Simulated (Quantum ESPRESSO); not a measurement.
# Collinear magnetic orders of MnH2O2 (Pyrochroite) with Quantum ESPRESSO, part 2 of 2

Does MnH2O2 (Pyrochroite) prefer parallel or opposed moments?

Quantum ESPRESSO 7.5; PBEsol with U = 4 eV on Mn d (ortho-atomic projectors); plane waves with GBRV 1.5 PBEsol potentials, no spin-orbit coupling.

So far: The starting structure; Run 1 (ferro +).

## (3) Start 2: antiferro q=(0,1/2,1/2) +−

This order needs a doubled cell of 10 atoms. The wavevector q is in fractions of the reciprocal vectors of the crystal's primitive cell, as the cells of these inputs are built from it; moments change sign between cells as cos(2π q·R).

Input file pw.in:

```
&CONTROL
  calculation = 'scf'
  prefix = 'pwscf'
  outdir = './tmp'
  pseudo_dir = './pseudo'
  disk_io = 'nowf'
/
&SYSTEM
  ibrav = 0
  nat = 10
  ntyp = 4
  ecutwfc = 40
  ecutrho = 280
  nbnd = 41
  occupations = 'smearing'
  smearing = 'fd'
  degauss = 0.00367493
  nspin = 2
  starting_magnetization(1) = 0.3
  starting_magnetization(2) = -0.3
  starting_magnetization(3) = 0
  starting_magnetization(4) = 0
/
&ELECTRONS
  conv_thr = 2d-08
  electron_maxstep = 150
  mixing_beta = 0.3
/
ATOMIC_SPECIES
Mn1    54.9380 mn_pbesol_v1.5.uspp.F.UPF
Mn2    54.9380 mn_pbesol_v1.5.uspp.F.UPF
H       1.0080 h_pbesol_v1.4.uspp.F.UPF
O      15.9990 o_pbesol_v1.2.uspp.F.UPF
CELL_PARAMETERS angstrom
   3.2500000000    0.0000000000    0.0000000000
  -3.2500000000    5.6291651246    0.0000000000
  -1.6250000000    2.8145825623    4.4800000000
ATOMIC_POSITIONS crystal
Mn1     0.0000000000    0.0000000000    0.0000000000
Mn2     0.0000000000    0.5000000000    0.0000000000
H       0.3333333333    0.1103333333    0.4460000000
H       0.3333333333    0.6103333333    0.4460000000
H       0.6666666667    0.8896666666    0.5540000000
H       0.6666666667    0.3896666666    0.5540000000
O       0.3333333333    0.2203333334    0.2260000000
O       0.3333333333    0.7203333333    0.2260000000
O       0.6666666667    0.7796666666    0.7740000000
O       0.6666666667    0.2796666666    0.7740000000
K_POINTS automatic
8 4 4 0 0 0
HUBBARD {ortho-atomic}
U Mn1-3d 4.0000
U Mn2-3d 4.0000
```

Launch:

```
OMP_NUM_THREADS=1 mpirun -n 4 pw.x -nk 4 -in pw.in > pw.out
```

The log of the run:

```text
[banner, memory and clock lines left out]
Program PWSCF v.7.5 starts

     Message from routine setup:
     using ibrav=0 with symmetry is DISCOURAGED, use correct ibrav instead

     bravais-lattice index     =            0
     lattice parameter (alat)  =       6.1416  a.u.
     unit-cell volume          =     553.0978 (a.u.)^3
     number of atoms/cell      =           10
     number of atomic types    =            4
     number of electrons       =        58.00
     number of Kohn-Sham states=           41
     kinetic-energy cutoff     =      40.0000  Ry
     charge density cutoff     =     280.0000  Ry
     scf convergence threshold =      2.0E-08
     mixing beta               =       0.3000
     number of iterations used =            8  plain     mixing
     Exchange-correlation= SLA  PW   PSX  PSC
                           (   1   4  10   8   0   0   0)
     Hubbard projectors: ortho-atomic
     Hubbard parameters of DFT+U (Dudarev formulation) in eV:
     U(Mn1-3d) =  4.0000
     U(Mn2-3d) =  4.0000

     Internal variables: lda_plus_u =T, lda_plus_u_kind = 0

     Internal variables: orbital_resolved =F, hub_pot_fix =F, apply_U = F

     celldm(1)=   6.141610  celldm(2)=   0.000000  celldm(3)=   0.000000
     celldm(4)=   0.000000  celldm(5)=   0.000000  celldm(6)=   0.000000

     crystal axes: (cart. coord. in units of alat)
               a(1) = (   1.000000   0.000000   0.000000 )
               a(2) = (  -1.000000   1.732051   0.000000 )
               a(3) = (  -0.500000   0.866025   1.378462 )

     reciprocal axes: (cart. coord. in units 2 pi/alat)
               b(1) = (  1.000000  0.577350  0.000000 )
               b(2) = (  0.000000  0.577350 -0.362723 )
               b(3) = (  0.000000 -0.000000  0.725446 )

     PseudoPot. # 1 for Mn read from file:
     mn_pbesol_v1.5.uspp.F.UPF
     Pseudo is Ultrasoft + core correction, Zval = 15.0

     PseudoPot. # 2 for Mn read from file:
     mn_pbesol_v1.5.uspp.F.UPF
     Pseudo is Ultrasoft + core correction, Zval = 15.0

     PseudoPot. # 3 for H  read from file:
     h_pbesol_v1.4.uspp.F.UPF
     Pseudo is Ultrasoft, Zval =  1.0

     PseudoPot. # 4 for O  read from file:
     o_pbesol_v1.2.uspp.F.UPF
     Pseudo is Ultrasoft + core correction, Zval =  6.0

     atomic species   valence    mass     pseudopotential
     Mn1              15.00    54.93800     Mn( 1.00)
     Mn2              15.00    54.93800     Mn( 1.00)
     H                 1.00     1.00800     H ( 1.00)
     O                 6.00    15.99900     O ( 1.00)

     Starting magnetic structure
     atomic species   magnetization
     Mn1             0.300
     Mn2            -0.300
     H               0.000
     O               0.000

      4 Sym. Ops., with inversion, found

   Cartesian axes

     site n.     atom                  positions (alat units)
         1        Mn1    tau(   1) = (   0.0000000   0.0000000   0.0000000  )
         2        Mn2    tau(   2) = (  -0.5000000   0.8660254   0.0000000  )
         3        H      tau(   3) = (  -0.0000000   0.5773503   0.6147938  )
         4        H      tau(   4) = (  -0.5000000   1.4433757   0.6147938  )
         5        H      tau(   5) = (  -0.5000000   2.0207259   0.7636677  )
         6        H      tau(   6) = (   0.0000000   1.1547005   0.7636677  )
         7        O      tau(   7) = (  -0.0000000   0.5773503   0.3115323  )
         8        O      tau(   8) = (  -0.5000000   1.4433757   0.3115323  )
         9        O      tau(   9) = (  -0.5000000   2.0207259   1.0669292  )
        10        O      tau(  10) = (   0.0000000   1.1547005   1.0669292  )

     number of k points=    56  Fermi-Dirac smearing, width (Ry)=  0.0037
                       cart. coord. in units 2pi/alat
        k(    1) = (   0.0000000   0.0000000   0.0000000), wk =   0.0078125
        k(    2) = (   0.0000000   0.0000000   0.1813616), wk =   0.0156250
        k(    3) = (   0.0000000   0.0000000  -0.3627232), wk =   0.0078125
        k(    4) = (   0.0000000   0.1443376  -0.0906808), wk =   0.0156250
        k(    5) = (   0.0000000   0.1443376  -0.4534040), wk =   0.0156250
        [... 51 further k-points ...]

     Dense  grid:    43745 G-vectors     FFT dimensions: (  36,  72,  60)

     Smooth grid:    18911 G-vectors     FFT dimensions: (  25,  50,  45)

     Check: negative core charge=   -0.000036
     Generating pointlists ...
     new r_m :   0.2706 (alat units)  1.6620 (a.u.) for type    1
     new r_m :   0.2706 (alat units)  1.6620 (a.u.) for type    2
     new r_m :   0.1251 (alat units)  0.7683 (a.u.) for type    3
     new r_m :   0.1251 (alat units)  0.7683 (a.u.) for type    4

     Initial potential from superposition of free atoms

     starting charge      56.9998, renormalised to      58.0000

     STARTING HUBBARD OCCUPATIONS:

     =================== HUBBARD OCCUPATIONS ===================
     ------------------------ ATOM    1 ------------------------
     Tr[ns(  1)] (up, down, total) =   5.00000  0.00000  5.00000
     Atomic magnetic moment for atom   1 =   5.00000
     [... lines left out ...]
     ------------------------ ATOM    2 ------------------------
     Tr[ns(  2)] (up, down, total) =   0.00000  5.00000  5.00000
     Atomic magnetic moment for atom   2 =  -5.00000
     [... lines left out ...]
     Number of occupied Hubbard levels =   10.0000

     Atomic wfc used for Hubbard projectors are orthogonalized

     Starting wfcs are   46 randomized atomic wfcs

     Self-consistent Calculation

     iteration #  1     ecut=    40.00 Ry     beta= 0.30
     Davidson diagonalization with overlap
     ethr =  1.00E-02,  avg # of iterations =  3.3

     =================== HUBBARD OCCUPATIONS ===================
     ------------------------ ATOM    1 ------------------------
     Tr[ns(  1)] (up, down, total) =   4.93844  0.15909  5.09753
     Atomic magnetic moment for atom   1 =   4.77934
     [... lines left out ...]
     ------------------------ ATOM    2 ------------------------
     Tr[ns(  2)] (up, down, total) =   0.15910  4.93839  5.09749
     Atomic magnetic moment for atom   2 =  -4.77929
     [... lines left out ...]
     Number of occupied Hubbard levels =   10.1950

     total energy              =    -555.59069852 Ry
     estimated scf accuracy    <       1.23833662 Ry

     total magnetization       =    -0.00 Bohr mag/cell
     absolute magnetization    =     9.68 Bohr mag/cell

     iteration #  2     ecut=    40.00 Ry     beta= 0.30
     Davidson diagonalization with overlap
     ethr =  2.14E-03,  avg # of iterations =  2.1

     total energy              =    -555.77367978 Ry
     estimated scf accuracy    <       0.08788226 Ry

     total magnetization       =    -0.00 Bohr mag/cell
     absolute magnetization    =     9.65 Bohr mag/cell

     [... further iterations left out ...]

     iteration #  9     ecut=    40.00 Ry     beta= 0.30
     Davidson diagonalization with overlap
     ethr =  7.01E-10,  avg # of iterations =  2.0

     negative rho (up, down):  4.389E-04 4.389E-04

     total energy              =    -555.78758045 Ry
     estimated scf accuracy    <       0.00000007 Ry

     total magnetization       =     0.00 Bohr mag/cell
     absolute magnetization    =     9.69 Bohr mag/cell

     iteration # 10     ecut=    40.00 Ry     beta= 0.30
     Davidson diagonalization with overlap
     ethr =  1.16E-10,  avg # of iterations =  2.0

     negative rho (up, down):  4.387E-04 4.387E-04

     Magnetic moment per site  (integrated on atomic sphere of radius R)
     atom   1 (R=0.271)  charge= 12.4159  magn=  4.1875
     atom   2 (R=0.271)  charge= 12.4159  magn= -4.1875
     atom   3 (R=0.125)  charge=  0.3957  magn= -0.0014
     atom   4 (R=0.125)  charge=  0.3957  magn=  0.0014
     atom   5 (R=0.125)  charge=  0.3957  magn= -0.0014
     atom   6 (R=0.125)  charge=  0.3957  magn=  0.0014
     atom   7 (R=0.125)  charge=  2.0088  magn= -0.0121
     atom   8 (R=0.125)  charge=  2.0088  magn=  0.0121
     atom   9 (R=0.125)  charge=  2.0088  magn= -0.0121
     atom  10 (R=0.125)  charge=  2.0088  magn=  0.0121

     End of self-consistent calculation

     =================== HUBBARD OCCUPATIONS ===================
     ------------------------ ATOM    1 ------------------------
     Tr[ns(  1)] (up, down, total) =   4.96877  0.25570  5.22447
     Atomic magnetic moment for atom   1 =   4.71307
     [... lines left out ...]
     ------------------------ ATOM    2 ------------------------
     Tr[ns(  2)] (up, down, total) =   0.25570  4.96877  5.22447
     Atomic magnetic moment for atom   2 =  -4.71307
     [... lines left out ...]
     Number of occupied Hubbard levels =   10.4489

     Number of k-points >= 100: set verbosity='high' to print the bands.

     the Fermi energy is     8.5409 ev

!    total energy              =    -555.78758065 Ry
     estimated scf accuracy    <          4.0E-09 Ry
     smearing contrib. (-TS)   =      -0.00000000 Ry
     internal energy E=F+TS    =    -555.78758065 Ry

     The total energy is F=E-TS. E is the sum of the following terms:
     one-electron contribution =    -342.99373047 Ry
     hartree contribution      =     196.55973251 Ry
     xc contribution           =     -84.99621195 Ry
     ewald contribution        =    -324.43573048 Ry
     Hubbard energy            =       0.07835974 Ry

     total magnetization       =     0.00 Bohr mag/cell
     absolute magnetization    =     9.69 Bohr mag/cell

     convergence has been achieved in  10 iterations
```

Run time: 52 s. Hardware: 4 MPI ranks of Arm Neoverse V2, shared host; peak memory 0.68 GiB; 3.5 min of CPU time.

Spin moment in the atom's sphere by atom:

```
atom  spin moment in the atom's sphere (μB)
 Mn1                                   4.19
 Mn2                                  -4.19
  H3                                   0.00
  H4                                   0.00
  H5                                   0.00
  H6                                   0.00
  O7                                  -0.01
  O8                                   0.01
  O9                                  -0.01
 O10                                   0.01
```

This step gave:

```yaml
smearing_term_ts: 3.72e-9 eV
magnetization: 0 μB
absolute_magnetization: 9.686 μB
final_state: antiferromagnetic
```

## (4) Run 3, typed as antiferro q=(0,0,1/2) +−

The cell is doubled to 10 atoms to hold this order.

Input file pw.in:

```
&CONTROL
  calculation = 'scf'
  prefix = 'pwscf'
  outdir = './tmp'
  pseudo_dir = './pseudo'
  disk_io = 'nowf'
/
&SYSTEM
  ibrav = 0
  nat = 10
  ntyp = 4
  ecutwfc = 40
  ecutrho = 280
  nbnd = 41
  occupations = 'smearing'
  smearing = 'fd'
  degauss = 0.00367493
  nspin = 2
  starting_magnetization(1) = 0.3
  starting_magnetization(2) = -0.3
  starting_magnetization(3) = 0
  starting_magnetization(4) = 0
/
&ELECTRONS
  conv_thr = 2d-08
  electron_maxstep = 150
  mixing_beta = 0.3
/
ATOMIC_SPECIES
Mn1    54.9380 mn_pbesol_v1.5.uspp.F.UPF
Mn2    54.9380 mn_pbesol_v1.5.uspp.F.UPF
H       1.0080 h_pbesol_v1.4.uspp.F.UPF
O      15.9990 o_pbesol_v1.2.uspp.F.UPF
CELL_PARAMETERS angstrom
   3.2500000000    0.0000000000    0.0000000000
  -1.6250000000    2.8145825623    0.0000000000
   0.0000000000    0.0000000000    8.9600000000
ATOMIC_POSITIONS crystal
Mn1     0.0000000000    0.0000000000    0.0000000000
Mn2     0.0000000000    0.0000000000    0.5000000000
H       0.3333333333    0.6666666667    0.2230000000
H       0.3333333333    0.6666666667    0.7230000000
H       0.6666666667    0.3333333333    0.2770000000
H       0.6666666667    0.3333333333    0.7770000000
O       0.3333333333    0.6666666667    0.1130000000
O       0.3333333333    0.6666666667    0.6130000000
O       0.6666666667    0.3333333333    0.3870000000
O       0.6666666667    0.3333333333    0.8870000000
K_POINTS automatic
8 8 2 0 0 0
HUBBARD {ortho-atomic}
U Mn1-3d 4.0000
U Mn2-3d 4.0000
```

The log of the run:

```text
     [... lines left out ...]
Program PWSCF v.7.5 starts
     [... lines left out ...]
     number of atoms/cell      =           10
     [... lines left out ...]
     number of electrons       =        58.00
     number of Kohn-Sham states=           41
     kinetic-energy cutoff     =      40.0000  Ry
     charge density cutoff     =     280.0000  Ry
     scf convergence threshold =      2.0E-08
     [... lines left out ...]
     12 Sym. Ops., with inversion, found
     [... lines left out ...]
     number of k points=    20  Fermi-Dirac smearing, width (Ry)=  0.0037
     [... lines left out ...]
     iteration # 10     ecut=    40.00 Ry     beta= 0.30
     [... lines left out ...]
     Magnetic moment per site  (integrated on atomic sphere of radius R)
     atom   1 (R=0.271)  charge= 12.4162  magn=  4.1947
     atom   2 (R=0.271)  charge= 12.4162  magn= -4.1947
     atom   3 (R=0.125)  charge=  0.3971  magn=  0.0040
     atom   4 (R=0.125)  charge=  0.3971  magn= -0.0040
     atom   5 (R=0.125)  charge=  0.3971  magn= -0.0040
     atom   6 (R=0.125)  charge=  0.3971  magn=  0.0040
     atom   7 (R=0.125)  charge=  2.0070  magn=  0.0314
     atom   8 (R=0.125)  charge=  2.0070  magn= -0.0314
     atom   9 (R=0.125)  charge=  2.0070  magn= -0.0314
     atom  10 (R=0.125)  charge=  2.0070  magn=  0.0314
     [... lines left out ...]
     Tr[ns(  1)] (up, down, total) =   4.97085  0.25213  5.22297
     [... lines left out ...]
     Tr[ns(  2)] (up, down, total) =   0.25213  4.97085  5.22297
     [... lines left out ...]
     the Fermi energy is     8.5826 ev
!    total energy              =    -555.78666900 Ry
     estimated scf accuracy    <          8.8E-09 Ry
     smearing contrib. (-TS)   =      -0.00000000 Ry
     [... lines left out ...]
     total magnetization       =    -0.00 Bohr mag/cell
     absolute magnetization    =     9.93 Bohr mag/cell
     convergence has been achieved in  10 iterations
```

Elapsed: 18 s, on 4 MPI ranks; peak memory 0.53 GiB.

Spin moment in the atom's sphere by atom:

```
atom  spin moment in the atom's sphere (μB)
 Mn1                                   4.19
 Mn2                                  -4.19
  H3                                   0.00
  H4                                   0.00
  H5                                   0.00
  H6                                   0.00
  O7                                   0.03
  O8                                  -0.03
  O9                                  -0.03
 O10                                   0.03
```

This step gave:

* smearing term TS: 7.22e-9 eV
* magnetization: 0 μB
* absolute magnetization: 9.931 μB
* final state: antiferromagnetic

## (5) The states side by side

An order is kept where moments of 0.15 μB or more survive with the typed signs; meshes match where a doubled cell samples the same k points as the first cell.

Orders:

```
                     start        final state  typed order kept  energy over the lowest (meV a seeded atom)  largest site moment (μB)  net moment (μB a cell of the first run)  mesh matched  CPU time (s)
                   ferro +      ferromagnetic               yes                                       7.886                     4.196                                        5           yes         30.55
antiferro q=(0,1/2,1/2) +-  antiferromagnetic               yes                                           0                     4.187                                        0            no         207.2
  antiferro q=(0,0,1/2) +-  antiferromagnetic               yes                                       6.202                     4.195                                        0           yes         70.61
```

## (6) Occupations of the corrected shells in the lowest state

Occupations of the Hubbard shells:

```
block  type  shell  spin  electrons             occupation numbers
    1   Mn1     3d    up      4.969  0.991 0.991 0.994 0.996 0.997
    1   Mn1     3d  down     0.2557  0.013 0.024 0.025 0.096 0.098
    2   Mn2     3d    up     0.2557  0.013 0.024 0.025 0.096 0.098
    2   Mn2     3d  down      4.969  0.991 0.991 0.994 0.996 0.997
```

## (7) Outcome

- lowest state found: antiferromagnetic (from antiferro q=(0,1/2,1/2) +-)
- largest site moment: 4.19 μB
- next state with moments: antiferromagnetic, 6.20 meV a seeded atom higher

The k meshes of the cells are not all equivalent, which blurs small differences. Only these 3 starts were compared; other wavevectors, canted and longer-period orders were not.

[Logs and program files are shortened in this print: banners, set-up blocks, solver, clock and traceback lines can be left out without a mark of their own.]

[Logs are printed without paths, hosts, clocks, repeated set-up lines and the standing remarks that a program may print on its own settings, such as how far it seeks lower states.]

[Hosts, paths, dates, database ids (printed as entryN), source tags and the programs' standing remarks are cut or masked in the printed files.]

[Where a cell is said to come from a database of computed structures, the database is the Materials Project.]
